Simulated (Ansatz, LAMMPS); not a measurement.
# Squeezing and shearing amorphous Si0.7Ge0.3 (120 atoms), part 3 of 3

Aim: relax amorphous Si0.7Ge0.3 (120 atoms), then change its volume and shape to read moduli from the stress.

Ansatz 0.2.0; Kohn-Sham DFT, PBE, PAW (set soft_2), plane waves.

The cell: 84 Si and 36 Ge. The quench rate of 30 K/ps is orders of magnitude faster than experiment. The network of bonds at the start is that of the classical potential that made the cell. Sampling is at Γ alone.

So far. Step 9 (Volume -10 %): The relaxation converged after 33 steps, 2.53 eV below its start, with a largest force component of 0.049 eV/Å. Step 9 (Volume -10 %): Volume -10 %: the energy stands 4.65 eV above that of the reference, at a pressure of 6.00 GPa.

## (10) Stretched by 1 % along x

The relaxed cell is strained along x alone, which gives the stiffness along x and its coupling to y and z.

File input.yaml:

```yaml
crystal:
  lattice:
    - [13.87587, 0.15984, 0.00081]
    - [0.16144, 13.56353, 0.03655]
    - [0.00082, 0.03655, 13.8033]
  atoms:
    [... the 120 atom lines of step 4 ...]
kpoints:
  mp_grid: { grid: [1, 1, 1] }
hamiltonian:
  xc: pbe
scf:
  occupations: { method: gaussian, width: 0.05 }
output:
  forces: true
  eigenvalues: true
  stress: true
relax:
  f_tol: 0.05
  max_steps: 70
```

The run is started by

```console
$ ansatz run input.yaml --threads 8 --pin off --max-ram 15872MiB --backend cpu --events-out ev --progress --plain --runs-dir out
```

Numbers of over 12 decimals in the logs are rounded to 6 here.

Output:

```text
[...]
Crystal: 120 atoms, lattice volume = 2597.486 Å³
Basis set: ecut = 420 eV, 50761 PW (Γ), exchange–correlation on 192×192×192 points (8 copies of the dense FFT grid, shifted against one another)
Bands: 540, of which v1, the nominal top of the filled ones, is band 420 counted from 1 (419 counted from 0)
Symmetry: 1 space group operations
[...]
k-points: 1
[...]
SCF iter   1: F=—  HF=-207998.759922 eV  |F-HF|=—  |Δ(HF+E_count)|=         —  Δρ=3.12e-3  dr2=8.08e-1  ethr=1.77e-3  ⟨swp⟩=6.0  Hψ=2181  notcnv=0  defer=28
[...]
SCF iter   7: F=—  HF=-207998.641106 eV  |F-HF|=—  |Δ(HF+E_count)|=   1.09e-4  Δρ=2.09e-5  dr2=5.64e-5  ethr=2.53e-8  ⟨swp⟩=2.0  Hψ=851  notcnv=0  defer=110
SCF iter   8: F=-207998.641129 eV  HF=-207998.641136 eV  |F-HF|=6.80e-6  |Δ(HF+E_count)|=   2.97e-5  Δρ=9.90e-6  dr2=1.79e-5  ethr=6.72e-9  ⟨swp⟩=12.0  Hψ=2336  notcnv=0
SCF 1 converged in 8 iterations: F = -207998.641129 eV  dr2 = 1.79e-5
[...]
relax step   1: F+E_penalty+E_count = -207998.64112935 eV  Δ(F+E_penalty+E_count) = +0.000e0 eV  max|allowed force component| = 1.956e-1 eV/Å  Δτ_max = 0.0000 Å  (8 SCF iters, dr2 threshold 6.25e-5 eV, accepted)
[...]
relax step   2: F+E_penalty+E_count = -207998.67634941 eV  Δ(F+E_penalty+E_count) = -3.522e-2 eV  max|allowed force component| = 6.322e-2 eV/Å  Δτ_max = 0.0209 Å  (8 SCF iters, accepted)
[...]
relax step   3: F+E_penalty+E_count = -207998.68389313 eV  Δ(F+E_penalty+E_count) = -7.544e-3 eV  max|allowed force component| = 3.252e-2 eV/Å  Δτ_max = 0.0183 Å  (8 SCF iters, accepted)
SCF converged after 8 iterations
Free energy (F): -207998.683893 eV
[...]
Internal energy: -207998.683572 eV  (E = F + TS)
E sigma→0 (E₀):  -207998.683733 eV
Entropy (-TS):   -0.000321 eV (-0.003 meV/atom)
Fermi energy:    6.723395 eV
[...]
Σ components = -207998.683893   (vs F -207998.683893, Δ=0.00e0)
--- Forces (eV/Å), atoms counted from 1 ---
  atom   1  Si     0.00564590     0.00001149     0.00032297
  atom   2  Si    -0.00218045     0.00114167    -0.00126361
  atom   3  Si     0.00641435    -0.00868869     0.00810236
  atom   4  Si     0.00058597     0.00608232    -0.00012934
[...]
atom 120  Ge     0.00122111     0.00871048     0.00665709
  max |Σ_I F_I| component: 2.24e-5 eV/Å
--- Stress (GPa, compression-positive) ---
       -1.033106       0.009973      -0.039003
        0.009973      -0.345583      -0.035702
       -0.039003      -0.035702      -0.392532
  P = ⅓ Tr σ = -0.5904 GPa (-5.904 kbar)
--- Band table (eV) ---
[...]
--- Relaxed structure (3 steps of the walk, 3 accepted, 0 SCFs on fresh bases) ---
  F+E_penalty+E_count = -207998.68389313 eV   max|allowed force component| = 3.252e-2 eV/Å
  atoms:
    - { symbol: Si, position: [0.828594, 0.307918, 0.248549] }
    - { symbol: Si, position: [0.284427, 0.064392, 0.026001] }
    - { symbol: Si, position: [0.196211, 0.931939, 0.102987] }
    - { symbol: Si, position: [0.257455, 0.725143, 0.853372] }
[...]
- { symbol: Ge, position: [0.951376, 0.980766, 0.756852] }
```

It took 58 s on 8 threads of Intel Xeon Platinum 8259CL at 2.50GHz (Skylake/Cascade Lake), shared host; peak memory 3.9 GiB.

The relaxation converged after 3 steps, 0.0428 eV below its start, with a largest force component of 0.033 eV/Å.

Stretched by 1 % along x: the energy stands 0.0819 eV above that of the reference, at a pressure of -0.590 GPa.

## (11) Compressed by 1 % along x

The relaxed cell is strained along x alone, which gives the stiffness along x and its coupling to y and z.

input.yaml, the sections that differ from step 10:

```yaml
crystal:
  lattice:
    - [13.60111, 0.15984, 0.00081]
    - [0.15824, 13.56353, 0.03655]
    - [0.0008, 0.03655, 13.8033]
  atoms:
    [... the 120 atom lines of step 4 ...]
# kpoints, hamiltonian, scf, output, relax: as in step 10
```

Output:

```text
[...]
Crystal: 120 atoms, lattice volume = 2546.053 Å³
Basis set: ecut = 420 eV, 49757 PW (Γ), exchange–correlation on 192×192×192 points (8 copies of the dense FFT grid, shifted against one another)
Bands: 540, of which v1, the nominal top of the filled ones, is band 420 counted from 1 (419 counted from 0)
Symmetry: 1 space group operations
[...]
k-points: 1
[...]
SCF iter   1: F=—  HF=-207998.757254 eV  |F-HF|=—  |Δ(HF+E_count)|=         —  Δρ=3.18e-3  dr2=7.83e-1  ethr=1.77e-3  ⟨swp⟩=6.0  Hψ=2181  notcnv=0  defer=31
[...]
SCF iter   8: F=-207998.635921 eV  HF=-207998.635926 eV  |F-HF|=5.13e-6  |Δ(HF+E_count)|=   2.79e-5  Δρ=9.63e-6  dr2=1.53e-5  ethr=6.21e-9  ⟨swp⟩=12.0  Hψ=2349  notcnv=0
SCF 1 converged in 8 iterations: F = -207998.635921 eV  dr2 = 1.53e-5
[...]
relax step   1: F+E_penalty+E_count = -207998.63592122 eV  Δ(F+E_penalty+E_count) = +0.000e0 eV  max|allowed force component| = 2.113e-1 eV/Å  Δτ_max = 0.0000 Å  (8 SCF iters, dr2 threshold 6.25e-5 eV, accepted)
[...]
relax step   2: F+E_penalty+E_count = -207998.67323528 eV  Δ(F+E_penalty+E_count) = -3.731e-2 eV  max|allowed force component| = 6.830e-2 eV/Å  Δτ_max = 0.0190 Å  (6 SCF iters, dr2 threshold 2.79e-6 eV, accepted)
[...]
relax step   3: F+E_penalty+E_count = -207998.68031192 eV  Δ(F+E_penalty+E_count) = -7.077e-3 eV  max|allowed force component| = 2.598e-2 eV/Å  Δτ_max = 0.0154 Å  (8 SCF iters, accepted)
SCF converged after 8 iterations
Free energy (F): -207998.680312 eV
[...]
Internal energy: -207998.680242 eV  (E = F + TS)
E sigma→0 (E₀):  -207998.680277 eV
Entropy (-TS):   -0.000070 eV (-0.001 meV/atom)
Fermi energy:    6.976627 eV
[...]
--- Forces (eV/Å), atoms counted from 1 ---
  atom   1  Si    -0.00514610     0.00074280    -0.00031518
  atom   2  Si    -0.00045627    -0.00171560     0.00199921
  atom   3  Si    -0.00238999     0.00631570    -0.00191960
  atom   4  Si     0.00108187    -0.00681582     0.01715586
  atom   5  Si    -0.00374760    -0.00147281     0.00093415
  atom   6  Si     0.00901913     0.01799647     0.02597549
  atom   7  Si    -0.01360719    -0.00309686    -0.00046671
  atom   8  Si     0.00363679    -0.00550031    -0.00057905
  atom   9  Si     0.00614460    -0.00060116     0.00060583
  atom  10  Si    -0.00633935     0.00267370    -0.00435555
  atom  11  Si     0.00792509     0.00390387    -0.00708561
  atom  12  Si     0.00018281    -0.00194402     0.00179054
  atom  13  Si    -0.00049773    -0.00224278     0.00108451
  atom  14  Si     0.00336874    -0.00794371    -0.00459982
[...]
atom 119  Ge    -0.00191349    -0.00376100     0.00248632
  atom 120  Ge    -0.00194903    -0.00803424    -0.00526393
  max |Σ_I F_I| component: 5.97e-5 eV/Å
--- Stress (GPa, compression-positive) ---
        1.086760      -0.018681       0.007794
       -0.018681       0.386496       0.047924
        0.007794       0.047924       0.383128
  P = ⅓ Tr σ = 0.6188 GPa (6.188 kbar)
--- Band table (eV) ---
[...]
--- Relaxed structure (3 steps of the walk, 3 accepted, 0 SCFs on fresh bases) ---
  F+E_penalty+E_count = -207998.68031192 eV   max|allowed force component| = 2.598e-2 eV/Å
  atoms:
    - { symbol: Si, position: [0.828659, 0.308425, 0.247981] }
    - { symbol: Si, position: [0.285586, 0.064448, 0.025909] }
    - { symbol: Si, position: [0.196891, 0.932341, 0.103690] }
    - { symbol: Si, position: [0.260188, 0.723648, 0.855229] }
[...]
- { symbol: Ge, position: [0.950523, 0.981313, 0.756275] }
```

Wall time 53 s (8 threads); peak memory 3.8 GiB; 6.4 min of CPU time.

The relaxation converged after 3 steps, 0.0444 eV below its start, with a largest force component of 0.026 eV/Å.

Compressed by 1 % along x: the energy stands 0.0854 eV above that of the reference, at a pressure of 0.619 GPa.

## (12) Sheared by 2 % in xy

A shear of the relaxed cell gives the modulus that volume changes can't reach.

input.yaml, the sections that differ from step 11:

```yaml
crystal:
  lattice:
    - [13.74009, 0.29722, 0.00081]
    - [0.29548, 13.56513, 0.03655]
    - [0.00118, 0.03656, 13.8033]
  atoms:
    [... the 120 atom lines of step 4 ...]
# kpoints, hamiltonian, scf, output, relax: as in step 11
```

Output:

```text
[...]
Crystal: 120 atoms, lattice volume = 2571.513 Å³
Basis set: ecut = 420 eV, 50241 PW (Γ), exchange–correlation on 192×192×192 points (8 copies of the dense FFT grid, shifted against one another)
Bands: 540, of which v1, the nominal top of the filled ones, is band 420 counted from 1 (419 counted from 0)
Symmetry: 1 space group operations
[...]
k-points: 1
[...]
SCF iter   1: F=—  HF=-207998.707337 eV  |F-HF|=—  |Δ(HF+E_count)|=         —  Δρ=3.16e-3  dr2=8.09e-1  ethr=1.77e-3  ⟨swp⟩=6.0  Hψ=2181  notcnv=0  defer=28
[...]
SCF iter   7: F=—  HF=-207998.584567 eV  |F-HF|=—  |Δ(HF+E_count)|=   1.10e-4  Δρ=2.11e-5  dr2=5.85e-5  ethr=2.51e-8  ⟨swp⟩=2.0  Hψ=847  notcnv=0  defer=114
SCF iter   8: F=-207998.584590 eV  HF=-207998.584596 eV  |F-HF|=6.19e-6  |Δ(HF+E_count)|=   2.89e-5  Δρ=9.93e-6  dr2=1.73e-5  ethr=6.96e-9  ⟨swp⟩=12.0  Hψ=2505  notcnv=0
SCF 1 converged in 8 iterations: F = -207998.584590 eV  dr2 = 1.73e-5
[...]
relax step   1: F+E_penalty+E_count = -207998.58458998 eV  Δ(F+E_penalty+E_count) = +0.000e0 eV  max|allowed force component| = 2.060e-1 eV/Å  Δτ_max = 0.0000 Å  (8 SCF iters, dr2 threshold 6.25e-5 eV, accepted)
[...]
relax step   2: F+E_penalty+E_count = -207998.64789473 eV  Δ(F+E_penalty+E_count) = -6.330e-2 eV  max|allowed force component| = 7.002e-2 eV/Å  Δτ_max = 0.0289 Å  (6 SCF iters, dr2 threshold 2.65e-6 eV, accepted)
[...]
relax step   3: F+E_penalty+E_count = -207998.65788084 eV  Δ(F+E_penalty+E_count) = -9.986e-3 eV  max|allowed force component| = 2.532e-2 eV/Å  Δτ_max = 0.0173 Å  (8 SCF iters, accepted)
SCF converged after 8 iterations
Free energy (F): -207998.657881 eV
[...]
Internal energy: -207998.657775 eV  (E = F + TS)
E sigma→0 (E₀):  -207998.657828 eV
Entropy (-TS):   -0.000106 eV (-0.001 meV/atom)
Fermi energy:    6.852403 eV
[...]
Σ components = -207998.657881   (vs F -207998.657881, Δ=0.00e0)
--- Forces (eV/Å), atoms counted from 1 ---
  atom   1  Si    -0.00116444    -0.00601600     0.00111655
  atom   2  Si     0.00099907    -0.00185226     0.00403076
  atom   3  Si    -0.00471581     0.00066730    -0.00017686
  atom   4  Si     0.01361338    -0.00151289     0.00394851
[...]
atom 120  Ge    -0.00266566     0.01116214     0.00271653
  max |Σ_I F_I| component: 2.08e-5 eV/Å
--- Stress (GPa, compression-positive) ---
        0.024276      -0.668043      -0.043711
       -0.668043       0.051367       0.030549
       -0.043711       0.030549      -0.000747
  P = ⅓ Tr σ = 0.0250 GPa (0.250 kbar)
--- Band table (eV) ---
[...]
--- Relaxed structure (3 steps of the walk, 3 accepted, 0 SCFs on fresh bases) ---
  F+E_penalty+E_count = -207998.65788084 eV   max|allowed force component| = 2.532e-2 eV/Å
  atoms:
    - { symbol: Si, position: [0.828619, 0.308474, 0.248169] }
    - { symbol: Si, position: [0.284764, 0.064076, 0.026737] }
    - { symbol: Si, position: [0.197212, 0.932777, 0.103580] }
    - { symbol: Si, position: [0.259425, 0.724273, 0.854093] }
[...]
- { symbol: Ge, position: [0.950248, 0.981312, 0.755440] }
```

Run time: 53 s. Hardware: 8 threads; peak memory 3.8 GiB; 6.4 min of CPU time.

The relaxation converged after 3 steps, 0.0733 eV below its start, with a largest force component of 0.025 eV/Å.

Sheared by 2 % in xy: the energy stands 0.108 eV above that of the reference, at a pressure of 0.0250 GPa.

## (13) Pressure against volume

Atoms are relaxed at each volume, in the scaled cell.

| volume change (%) | volume (Å³/atom) | energy change (meV/atom) | pressure (GPa) | largest move on relaxing (Å) | bonds |
| --- | --- | --- | --- | --- | --- |
| -10 | 19.288 | 38.73 | 6.00 | 1.48 | 257 |
| -6 | 20.146 | 15.96 | 4.12 | 0.17 | 250 |
| -3 | 20.788 | 3.83 | 1.95 | 0.07 | 250 |
| +0 | 21.431 | 0.00 | 0.00 | - | 249 |
| +3 | 22.074 | 3.48 | -1.69 | 0.06 | 248 |
| +6 | 22.717 | 11.68 | -2.80 | 1.04 | 246 |

## (14) Uniaxial strain and shear

Stress (GPa, compression positive) less that of the relaxed cell, atoms relaxed:

| strain | xx | yy | zz | xy | energy change (meV/atom) |
| --- | --- | --- | --- | --- | --- |
| stretched by 1 % along x | -1.030 | -0.352 | -0.382 | 0.012 | 0.68 |
| compressed by 1 % along x | 1.090 | 0.380 | 0.393 | -0.017 | 0.71 |
| sheared by 2 % in xy | 0.027 | 0.045 | 0.009 | -0.666 | 0.90 |

## (15) Findings

The bulk modulus, from the slope of pressure against ln V over the three points nearest the relaxed volume, is 60.6 GPa; between neighbouring points the slope runs 43, 69, 64, 57 and 38 GPa from the smallest volume up, without a steady fall, so no pressure derivative is given, and the cell yields more easily when compressed beyond -6 %. The count of bonds runs from 246 to 257 over the series, so at some points contacts cross the cutoffs. At -10 % and +6 % some atom moved by over 0.5 Å on relaxing, so those points may sit in another local minimum. In the Cartesian axes of the cell, finite differences give C11 = 106, C12 = 36.6, C13 = 38.8 and C66 = 33.3 GPa (the shear of 2 % is the engineering strain, εxy = 0.01). The mean of C11, C12 and C13, which equals the bulk modulus in a cubic or isotropic solid, is 60.5 GPa: it agrees with the bulk modulus within 10 %. For an isotropic solid C66 would equal (C11 − C12)/2 = 34.7 GPa; so small a sample needn't be isotropic, and C66 rests on one shear. With the bulk modulus and C66 as K and G, Young's modulus would be about 84 GPa and Poisson's ratio 0.27.

**Limits.** Strains are finite and relaxations stop at the force tolerance of the input, which can leave moduli too stiff; they are those of a static cell at zero temperature. Volumes are changed with the cell's shape held, so in an anisotropic solid the modulus lies over the one under free hydrostatic load. The program notes that the SCF threshold of the relaxations is loose for the stress.

The DFT runs together took 41 min of wall time.

[Logs are printed without paths, hosts, clocks, repeated set-up lines and the standing remarks that a program may print on its own settings, such as how far it seeks lower states.]

[Hosts, paths, dates, database ids (printed as entryN), source tags and the programs' standing remarks are cut or masked in the printed files.]
